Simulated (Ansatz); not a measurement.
# Se on Ta(100): change of the work function, part 3 of 5

Wanted: Δφ(θ) for Se/Ta(100), starting from the top site.

Ansatz 0.2.0; plane-wave DFT, LDA, Ansatz PAW (the session's first sound run).

So far, work function, upper face (eV): step 2 (the clean slab) 3.98; step 3 (21 atoms, coverage 0.25 ML, cell 2x2) 5.29.

**4. The covered slab, k-mesh 5×5×1, coverage 0.5 ML**

System of this step: Se/Ta(100). The cell holds 22 atoms: 20 Ta and 2 Se. Cell: a = 6.620 Å, b = 6.620 Å, c = 27.274 Å, α = 90.0°, β = 90.0°, γ = 90.0°. Vacuum lies along c.

Another coverage, to see how the dipoles act on each other as their distance changes.

input.yaml reads:

```yaml
crystal:
  lattice:
    - [6.62, 0.0, 0.0]
    - [0.0, 6.62, 0.0]
    - [0.0, 0.0, 27.27391153]
  atoms:
    - { symbol: Ta, position: [0.0, 0.0, 0.3299856711] }
    - { symbol: Ta, position: [0.25, 0.25, 0.3906663695] }
    - { symbol: Ta, position: [0.0, 0.0, 0.4486092454] }
    - { symbol: Ta, position: [0.25, 0.25, 0.5086813114] }
    - { symbol: Ta, position: [0.0, 0.0, 0.5583691768] }
    - { symbol: Ta, position: [0.0, 0.5, 0.3299856711] }
    - { symbol: Ta, position: [0.25, 0.75, 0.3906663695] }
    - { symbol: Ta, position: [0.0, 0.5, 0.4486092454] }
    - { symbol: Ta, position: [0.25, 0.75, 0.5086813114] }
    - { symbol: Ta, position: [0.0, 0.5, 0.5583691768] }
    - { symbol: Ta, position: [0.5, 0.0, 0.3299856711] }
    - { symbol: Ta, position: [0.75, 0.25, 0.3906663695] }
    - { symbol: Ta, position: [0.5, 0.0, 0.4486092454] }
    - { symbol: Ta, position: [0.75, 0.25, 0.5086813114] }
    - { symbol: Ta, position: [0.5, 0.0, 0.5583691768] }
    - { symbol: Ta, position: [0.5, 0.5, 0.3299856711] }
    - { symbol: Ta, position: [0.75, 0.75, 0.3906663695] }
    - { symbol: Ta, position: [0.5, 0.5, 0.4486092454] }
    - { symbol: Ta, position: [0.75, 0.75, 0.5086813114] }
    - { symbol: Ta, position: [0.5, 0.5, 0.5583691768] }
    - { symbol: Se, position: [0.0, 0.0, 0.6700143289] }
    - { symbol: Se, position: [0.5, 0.5, 0.6700143289] }
kpoints:
  mp_grid: { grid: [5, 5, 1] }
hamiltonian:
  xc: lda
scf:
  occupations: { method: fermi_dirac, width: 0.1 }
  convergence: { dr2_threshold: 1.0e-08 }
efield:
  axis: 3
  dipole_correction: true
  ramp_position: 0.97
  ramp_width: 0.06
relax:
  f_tol: 0.02
  max_steps: 60
  constraints: [{ sites: [0, 1, 5, 6, 10, 11, 15, 16] }]
output:
  bader: true
  dos: { projected: true, e_range: [-8, 4] }
  write_potential: true
  write_density: true
  volumetric_format: npy
```

Command:

```bash
> ansatz run input.yaml --threads 4 --pin off --max-ram 12288MiB --backend cpu --events-out ev --progress --plain --runs-dir out
```

Numbers of over 12 decimals in the logs are rounded to 6 here.

Output:

```text
[...]
Crystal: 22 atoms, lattice volume = 1195.263 Å³
Basis set: ecut = 420 eV, 23379 PW (Γ)
Bands: 176, of which v1, the nominal top of the filled ones, is band 146 counted from 1 (145 counted from 0)
Symmetry: 16 space group operations
[...]
k-points: 6 of 25
[...]
SCF iter   1: F=—  HF=-204401.461012 eV  |F-HF|=—  |Δ(HF+E_count)|=         —  Δρ=1.33e-2  dr2=4.86e1  ethr=1.77e-3  p=-0.624 e·Å  D=-9.44e-2 V/Å  ΔV_dip=2.58 eV  dr2_dipole=1.77e1  V_vac-E_F(+/−)=6.84/4.27 eV  ⟨swp⟩=14.3  Hψ=5737  notcnv=0
[...]
SCF iter  10: F=-204400.673994 eV  HF=-204400.673994 eV  |F-HF|=2.62e-10  |Δ(HF+E_count)|=   1.14e-9  Δρ=2.45e-7  dr2=1.47e-9  ethr=3.42e-12  p=-0.562 e·Å  D=-8.51e-2 V/Å  ΔV_dip=2.32 eV  dr2_dipole=3.80e-11  V_vac-E_F(+/−)=6.53/4.21 eV  ⟨swp⟩=13.0  Hψ=7746  notcnv=0
SCF 1 converged in 10 iterations: F = -204400.673994 eV  dr2 = 1.47e-9
[...]
relax step   1: F+E_penalty+E_count = -204400.67399423 eV  Δ(F+E_penalty+E_count) = +0.000e0 eV  max|allowed force component| = 3.188e0 eV/Å  Δτ_max = 0.0000 Å  (10 SCF iters, accepted)
[...]
SCF iter   9: F=-204402.846793 eV  HF=-204402.846793 eV  |F-HF|=3.93e-9  |Δ(HF+E_count)|=   1.03e-7  Δρ=5.88e-7  dr2=6.12e-9  ethr=3.42e-12  p=-0.532 e·Å  D=-8.06e-2 V/Å  ΔV_dip=2.20 eV  dr2_dipole=1.29e-9  V_vac-E_F(+/−)=6.40/4.20 eV  ⟨swp⟩=10.8  Hψ=9009  notcnv=0
SCF 2 converged in 9 iterations: F = -204402.846793 eV  dr2 = 6.12e-9
[...]
relax step   2: F+E_penalty+E_count = -204402.84679324 eV  Δ(F+E_penalty+E_count) = -2.173e0 eV  max|allowed force component| = 3.408e0 eV/Å  Δτ_max = 0.1947 Å  (9 SCF iters, accepted)
[...]
SCF iter   8: F=-204404.340079 eV  HF=-204404.340079 eV  |F-HF|=1.44e-8  |Δ(HF+E_count)|=   1.74e-7  Δρ=8.95e-7  dr2=8.75e-9  ethr=3.42e-12  p=-0.457 e·Å  D=-6.91e-2 V/Å  ΔV_dip=1.89 eV  dr2_dipole=4.17e-10  V_vac-E_F(+/−)=6.09/4.20 eV  ⟨swp⟩=10.5  Hψ=8700  notcnv=0
SCF 3 converged in 8 iterations: F = -204404.340079 eV  dr2 = 8.75e-9
relax step   3: F+E_penalty+E_count = -204404.34007864 eV  Δ(F+E_penalty+E_count) = -1.493e0 eV  max|allowed force component| = 1.578e0 eV/Å  Δτ_max = 0.1951 Å  (8 SCF iters, accepted)
[...]
relax step   4: F+E_penalty+E_count = -204404.42853424 eV  Δ(F+E_penalty+E_count) = -8.846e-2 eV  max|allowed force component| = 2.270e0 eV/Å  Δτ_max = 0.1960 Å  (9 SCF iters, accepted)
[...]
relax step   5: F+E_penalty+E_count = -204404.63860258 eV  Δ(F+E_penalty+E_count) = -2.101e-1 eV  max|allowed force component| = 2.246e-1 eV/Å  Δτ_max = 0.1046 Å  (8 SCF iters, accepted)
SCF iter   1: F=—  HF=-204404.655766 eV  |F-HF|=—  |Δ(HF+E_count)|=         —  Δρ=1.14e-3  dr2=1.80e-1  ethr=1.49e-4  p=-0.439 e·Å  D=-6.65e-2 V/Å  ΔV_dip=1.81 eV  dr2_dipole=3.97e-2  V_vac-E_F(+/−)=6.00/4.19 eV  ⟨swp⟩=2.2  Hψ=1633  notcnv=0
[...]
SCF iter   8: F=-204404.649248 eV  HF=-204404.649248 eV  |F-HF|=2.04e-10  |Δ(HF+E_count)|=   1.17e-8  Δρ=3.36e-7  dr2=2.35e-9  ethr=3.42e-12  p=-0.433 e·Å  D=-6.56e-2 V/Å  ΔV_dip=1.79 eV  dr2_dipole=4.37e-12  V_vac-E_F(+/−)=5.99/4.20 eV  ⟨swp⟩=12.0  Hψ=7851  notcnv=0
SCF 6 converged in 8 iterations: F = -204404.649248 eV  dr2 = 2.35e-9
relax step   6: F+E_penalty+E_count = -204404.64924789 eV  Δ(F+E_penalty+E_count) = -1.065e-2 eV  max|allowed force component| = 1.227e-2 eV/Å  Δτ_max = 0.0177 Å  (8 SCF iters, accepted)
[...]
SCF converged after 8 iterations
Free energy (F): -204404.649248 eV
[...]
Internal energy: -204403.871301 eV  (E = F + TS)
E sigma→0 (E₀):  -204404.260274 eV
Entropy (-TS):   -0.777947 eV (-35.361 meV/atom)
Fermi energy:    2.601881 eV
Dipole field:    D = -0.065600 V/Å  (p = -0.433317 e·Å, saw-weighted, corrected)
Work function:   Φ+ = 5.9916 eV   Φ− = 4.2025 eV
[...]
--- Forces (eV/Å), atoms counted from 1 ---
  atom   1  Ta    -0.00000000     0.00000000     1.97582619
  atom   2  Ta     0.00000000     0.00000000    -1.95991055
  atom   3  Ta     0.00000000     0.00000000     0.00597448
  atom   4  Ta     0.00000000     0.00000000    -0.00441974
  atom   5  Ta     0.00000000     0.00000000    -0.00337632
  atom   6  Ta     0.00000000    -0.00000000     1.93569998
  atom   7  Ta     0.00000000     0.00000000    -1.95991055
  atom   8  Ta    -0.00000000     0.00000000    -0.00043933
  atom   9  Ta     0.00000000     0.00000000    -0.00441974
  atom  10  Ta     0.00000000    -0.00000000     0.00260497
  atom  11  Ta     0.00000000     0.00000000     1.93569998
  atom  12  Ta     0.00000000     0.00000000    -1.95991055
  atom  13  Ta    -0.00000000    -0.00000000    -0.00043933
  atom  14  Ta     0.00000000     0.00000000    -0.00441974
  atom  15  Ta    -0.00000000     0.00000000     0.00260497
  atom  16  Ta    -0.00000000     0.00000000     1.97582619
  atom  17  Ta     0.00000000     0.00000000    -1.95991055
  atom  18  Ta    -0.00000000     0.00000000     0.00597448
  atom  19  Ta     0.00000000     0.00000000    -0.00441974
  atom  20  Ta     0.00000000    -0.00000000    -0.00337632
  atom  21  Se     0.00000000     0.00000000     0.01226782
  atom  22  Se     0.00000000    -0.00000000     0.01226782
  max |Σ_I F_I| component: 2.06e-4 eV/Å
--- Band table (eV; the first three rows and the last of 6) ---
  k-point 0: bands = [... 142 lower, 2.6062, 2.8364, 2.8364, 3.0257, 3.0777, 3.0777, 3.0806, 3.3195, ... 26 higher]
  k-point 1: bands = [... 142 lower, 2.5761, 2.6058, 2.6704, 2.7715, 2.9365, 2.9387, 2.9580, 3.1669, ... 26 higher]
  k-point 2: bands = [... 142 lower, 2.4375, 2.4941, 2.5024, 2.5409, 2.6722, 2.7857, 2.8719, 2.9388, ... 26 higher]
  k-point 5: bands = [... 142 lower, 1.9216, 1.9472, 1.9698, 2.0126, 2.0609, 2.1707, 2.3072, 2.5123, ... 26 higher]
--- Relaxed structure (6 steps of the walk, 6 accepted, 0 SCFs on fresh bases) ---
  F+E_penalty+E_count = -204404.64924789 eV   max|allowed force component| = 1.227e-2 eV/Å
  atoms:
    - { symbol: Ta, position: [0.0, 0.0, 0.3299856711] }
    - { symbol: Ta, position: [0.25, 0.25, 0.3906663695] }
    - { symbol: Ta, position: [0, 0, 0.448074] }
    - { symbol: Ta, position: [0.25, 0.25, 0.508057] }
    - { symbol: Ta, position: [0, 0, 0.563068] }
    - { symbol: Ta, position: [0.0, 0.5, 0.3299856711] }
    - { symbol: Ta, position: [0.25, 0.750000, 0.3906663695] }
    - { symbol: Ta, position: [0, 0.5, 0.449127] }
    - { symbol: Ta, position: [0.25, 0.750000, 0.508057] }
    - { symbol: Ta, position: [0, 0.5, 0.561594] }
    - { symbol: Ta, position: [0.5, 0.0, 0.3299856711] }
    - { symbol: Ta, position: [0.750000, 0.25, 0.3906663695] }
    - { symbol: Ta, position: [0.5, 0.0, 0.449127] }
    - { symbol: Ta, position: [0.750000, 0.25, 0.508057] }
    - { symbol: Ta, position: [0.5, 0, 0.561594] }
    - { symbol: Ta, position: [0.5, 0.5, 0.3299856711] }
    - { symbol: Ta, position: [0.750000, 0.750000, 0.3906663695] }
    - { symbol: Ta, position: [0.5, 0.5, 0.448074] }
    - { symbol: Ta, position: [0.750000, 0.750000, 0.508057] }
    - { symbol: Ta, position: [0.5, 0.5, 0.563068] }
    - { symbol: Se, position: [0, 0, 0.648224] }
    - { symbol: Se, position: [0.5, 0.5, 0.648224] }
--- Bader charges: 22 sites ---
  site symbol  charge [e]  shift [e]
     0     Ta     -0.0983     0.0000
     1     Ta      0.0461     0.0000
     2     Ta      0.0737     0.0000
     3     Ta     -0.0221     0.0000
     4     Ta      0.4546     0.0006
     5     Ta     -0.1110     0.0000
     6     Ta      0.0462     0.0000
     7     Ta      0.1337     0.0000
     8     Ta     -0.0221     0.0000
     9     Ta      0.1315     0.0000
    10     Ta     -0.1110     0.0000
    11     Ta      0.0462     0.0000
    12     Ta      0.1337     0.0000
    13     Ta     -0.0221     0.0000
    14     Ta      0.1315     0.0000
    15     Ta     -0.0983     0.0000
    16     Ta      0.0462     0.0000
    17     Ta      0.0737     0.0000
    18     Ta     -0.0221     0.0000
    19     Ta      0.4546     0.0006
    20     Se     -0.6323     0.0006
    21     Se     -0.6323     0.0006
  estimated error of the sums over rays = 8.5e-4 e
```

It took 6.3 min on 4 threads of Arm Neoverse V1, shared host; peak memory 4.3 GiB; 25 min of CPU time.

Relaxation path:

```csv
step,energy less that of the first step (eV),largest force component (eV/Å)
1,0.0000,3.1879
2,-2.1728,3.4083
3,-3.6661,1.5783
4,-3.7545,2.2697
5,-3.9646,0.2246
6,-3.9753,0.0123
```

Forces are held to the 16 operations that the run works with; a distortion that breaks them can't arise in this run.

The atoms that moved most (Å):

```csv
atom,dx,dy,dz,length
Se21,0.000,0.000,-0.594,0.594
Se22,0.000,0.000,-0.594,0.594
Ta5,0.000,0.000,0.128,0.128
Ta20,0.000,0.000,0.128,0.128
Ta15,0.000,0.000,0.088,0.088
Ta10,0.000,0.000,0.088,0.088
Ta9,0.000,0.000,-0.017,0.017
Ta4,0.000,0.000,-0.017,0.017
```

The relaxed structure:

```
Ta Se
1.0
     6.62000    0.00000    0.00000
     0.00000    6.62000    0.00000
     0.00000    0.00000   27.27391
Ta Se
20 2
Cartesian
  0.0000 0.0000 9.0000
  1.6550 1.6550 10.6550
  0.0000 0.0000 12.2207
  1.6550 1.6550 13.8567
  0.0000 0.0000 15.3571
  0.0000 3.3100 9.0000
  1.6550 4.9650 10.6550
  0.0000 3.3100 12.2494
  1.6550 4.9650 13.8567
  0.0000 3.3100 15.3169
  3.3100 0.0000 9.0000
  4.9650 1.6550 10.6550
  3.3100 0.0000 12.2494
  4.9650 1.6550 13.8567
  3.3100 0.0000 15.3169
  3.3100 3.3100 9.0000
  4.9650 4.9650 10.6550
  3.3100 3.3100 12.2207
  4.9650 4.9650 13.8567
  3.3100 3.3100 15.3571
  0.0000 0.0000 17.6796
  3.3100 3.3100 17.6796
```

Numbers from this step:

```
energy at zero smearing        : -204404.2603 eV
work function, upper face      : 5.992 eV
work function, lower face      : 4.202 eV
dipole along the normal        : -0.4333 e·Å
step between the vacuum levels : 1.789 eV
```

The density of states has structure finer than the step of the table below, so its rows give means over 0.25 eV, whole bins alone (the curve runs from -8 to 1.98 eV). Peaks (eV: height): -2.440: 53.1, -1.860: 52.7, -1.470: 45.8, -1.170: 53.6, -0.810: 46.0, 0.360: 46.2, 1.950: 43.8.

The density of states by energy, zero at the Fermi level; means over each step:

```csv
energy (eV),density of states (states/eV a cell)
-7.75,0
-7.50,0.169
-7.25,1.29
-7.00,1.17
-6.75,1.63
-6.50,1.95
-6.25,0.930
-6.00,1.42
-5.75,4.55
-5.50,2.44
-5.25,4.97
-5.00,2.31
-4.75,5.37
-4.50,5.59
-4.25,7.82
-4.00,12.6
-3.75,19.7
-3.50,13.7
-3.25,20.5
-3.00,22.3
-2.75,20.6
-2.50,20.8
-2.25,17.0
-2.00,18.0
-1.75,26.1
-1.50,32.8
-1.25,33.8
-1.00,25.1
-0.75,31.5
-0.50,29.8
-0.25,25.2
0.00,24.4
0.25,18.9
0.50,25.5
0.75,23.5
1.00,18.7
1.25,16.8
1.50,17.4
1.75,14.4
```

Projected DOS per atom over height of the atomic layer and energy from the Fermi level. Layers: Ta4 Ta4 Ta4 Ta4 Ta4 Se2 from below.

Values in states/eV, 22 rows by 6 columns, each cell a mean:
```
1.39 0.52 0.67 0.36 1.22 0.57
1.17 0.38 0.51 0.24 1.09 0.28
1.62 0.63 0.47 0.49 1.62 0.13
2.70 0.94 0.61 0.60 0.72 0.17
1.39 0.88 0.86 1.03 1.10 0.52
1.68 1.04 1.23 1.38 1.23 0.97
1.56 0.95 1.30 1.37 1.12 1.42
1.52 1.80 1.97 1.57 1.25 2.15
1.06 0.94 0.47 0.72 1.50 2.33
0.60 0.81 0.57 0.84 0.93 1.13
0.90 1.17 0.87 1.04 1.01 0.66
0.89 0.97 0.95 1.00 1.02 0.46
0.66 0.86 1.07 0.82 0.58 0.15
0.32 0.56 0.69 0.54 0.29 0.09
0.25 0.40 0.39 0.39 0.22 0.04
0.17 0.21 0.16 0.21 0.13 0.03
0.14 0.20 0.17 0.19 0.11 0.02
0.06 0.09 0.08 0.08 0.05 0.01
0.04 0.10 0.12 0.09 0.03 0.01
0.04 0.10 0.11 0.08 0.03 0.01
0.02 0.06 0.07 0.05 0.02 0.00
0.00 0.00 0.00 0.00 0.00 0.00
```
Columns: height of the atomic layer (Å) from 9 to 17.7 (not evenly spaced); rows upwards: energy from the Fermi level (eV) from -7.96 to 1.95.

The relaxation took 6 steps and lowered the energy by 4.0 eV; the largest force on the free atoms ends at 0.012 eV/Å.

The covered face has 5.99 eV, +2.01 eV against the clean one; the bare back face has moved by +0.01 eV, a measure of how thin the slab is.

**5. Adsorbate added, k-mesh 9×9×1, coverage 1 ML**

System of this step: Se/Ta(100). The cell holds 6 atoms: 5 Ta and 1 Se. Its edges and angles: a = 3.310 Å, b = 3.310 Å, c = 27.274 Å, α = 90.0°, β = 90.0°, γ = 90.0°. Vacuum lies along c.

Another coverage, to see how the dipoles act on each other as their distance changes.

input.yaml, the sections that differ from step 4:

```yaml
crystal:
  lattice:
    - [3.31, 0.0, 0.0]
    - [0.0, 3.31, 0.0]
    - [0.0, 0.0, 27.27391153]
  atoms:
    - { symbol: Ta, position: [0.0, 0.0, 0.3299856711] }
    - { symbol: Ta, position: [0.5, 0.5, 0.3906663695] }
    - { symbol: Ta, position: [0.0, 0.0, 0.4486092454] }
    - { symbol: Ta, position: [0.5, 0.5, 0.5086813114] }
    - { symbol: Ta, position: [0.0, 0.0, 0.5583691768] }
    - { symbol: Se, position: [0.0, 0.0, 0.6700143289] }
kpoints:
  mp_grid: { grid: [9, 9, 1] }
relax:
  f_tol: 0.02
  max_steps: 60
  constraints: [{ sites: [0, 1] }]
output:
  bader: true
  write_potential: true
  write_density: true
  volumetric_format: npy
# hamiltonian, scf, efield: as in step 4
```

Output:

```text
[...]
Crystal: 6 atoms, lattice volume = 298.816 Å³
Basis set: ecut = 420 eV, 5899 PW (Γ)
Bands: 49, of which v1, the nominal top of the filled ones, is band 41 counted from 1 (40 counted from 0)
Symmetry: 8 space group operations
[...]
k-points: 15 of 81
[...]
- { symbol: Ta, position: [0, 0.0, 0.565294] }
    - { symbol: Se, position: [0, 0.0, 0.652547] }
--- Bader charges: 6 sites ---
  site symbol  charge [e]  shift [e]
     0     Ta     -0.0961     0.0000
     1     Ta      0.0500     0.0000
     2     Ta      0.0571     0.0000
     3     Ta     -0.0556     0.0000
     4     Ta      0.4423     0.0007
     5     Se     -0.3976     0.0007
  estimated error of the sums over rays = 7.7e-4 e
[key lines of the parts left out:]
SCF converged after 6 iterations
Free energy (F): -53793.187352 eV
Fermi energy:    3.147255 eV
Dipole field:    D = -0.062161 V/Å  (p = -0.102651 e·Å, saw-weighted, corrected)
Work function:   Φ+ = 5.9037 eV   Φ− = 4.2083 eV
```

Elapsed: 50 s, on 4 threads; peak memory 0.69 GiB.

Step by step:

```csv
step,energy less that of the first step (eV),largest force component (eV/Å)
1,0.0000,2.5400
2,-0.6455,1.7846
3,-0.9751,0.2650
4,-0.9889,0.2100
5,-0.9992,0.0499
6,-0.9993,0.0031
```

The run keeps the 8 symmetry operations that it works with, so distortions that break them were not tested.

The atoms that moved most (Å):

```csv
atom,dx,dy,dz,length
Se6,0.000,0.000,-0.476,0.476
Ta5,0.000,0.000,0.189,0.189
Ta4,0.000,0.000,-0.028,0.028
Ta3,0.000,0.000,-0.019,0.019
```

Final coordinates:

```xyz
6
Lattice="3.3100 0.0000 0.0000 0.0000 3.3100 0.0000 0.0000 0.0000 27.2739" Properties=species:S:1:pos:R:3
Ta    0.0000    0.0000    9.0000
Ta    1.6550    1.6550   10.6550
Ta    0.0000    0.0000   12.2164
Ta    1.6550    1.6550   13.8462
Ta    0.0000    0.0000   15.4178
Se    0.0000    0.0000   17.7975
```

Running mean over 1.655 Å of the planar mean; the ramp of the sawtooth is left out. Table of electron's electrostatic potential energy less the Fermi level by z:

z (Å), electron's electrostatic potential energy less the Fermi level (eV) and a bar from the least value:
```
        4        4.2 ###########################
        5        4.2 ###########################
        6        4.1 ###########################
        7        3.2 #########################
        8       -2.3 ###############
        9       -9.6 ##
       10      -10.0 #
       11      -10.5 
       12      -10.4 
       13      -10.1 #
       14      -10.2 #
       15      -10.4 
       16       -5.7 #########
       17       -0.4 ##################
       18       -1.2 #################
       19        3.3 #########################
       20        5.8 ##############################
       21        5.9 ##############################
       22        5.9 ##############################
       23        5.9 ##############################
       24        5.9 ##############################
```

The relaxation took 6 steps and lowered the energy by 1.00 eV; the largest force on the free atoms ends at 0.0031 eV/Å.

The covered face has 5.90 eV, +1.92 eV against the clean one; the bare back face has moved by +0.01 eV, a measure of how thin the slab is.

**6. Work function against coverage**

This step: plane-wave DFT, LDA, Ansatz PAW; work function against coverage (Ansatz 0.2.0).

The runs are now put side by side.

Numbers from this step:

| Property | Result |
| --- | --- |
| work function of the clean face | 3.983 eV |
| largest change of the work function | 2.009 eV |

Table of work function of the covered face by coverage:

```csv
coverage (adsorbates/nm²),work function of the covered face (eV)
0.00,3.98
2.28,5.29
4.56,5.99
9.13,5.90
```

The dipole per adsorbate comes from the change of the cell's dipole. Coverage, by row:

```csv
coverage (1/nm²),coverage (ML),work function (eV),change (eV),"dipole per adsorbate, positive end outwards (debye)",mean height of the added atoms over the highest substrate atom (Å)
2.282,0.25,5.291,1.308,-1.518,2.33
4.564,0.5,5.992,2.009,-1.164,2.323
9.127,1,5.904,1.921,-0.555,2.38
```

(Continued in part 4 of 5.)

[Logs are printed without paths, hosts, clocks, repeated set-up lines and the standing remarks that a program may print on its own settings, such as how far it seeks lower states.]

[Hosts, paths, dates, database ids (printed as entryN), source tags and the programs' standing remarks are cut or masked in the printed files.]

[Maps of the electrostatic potential energy from Ansatz leave out the sawtooth potential of an applied field or a dipole correction, so their vacuum need not be flat; planar profiles and work functions include it.]

[The density of states shown here was stored with 400 of the rows of the run's finer table, so its peaks can read low, often by over a quarter, or be missed, and its means over a window can be off by a tenth or more.]
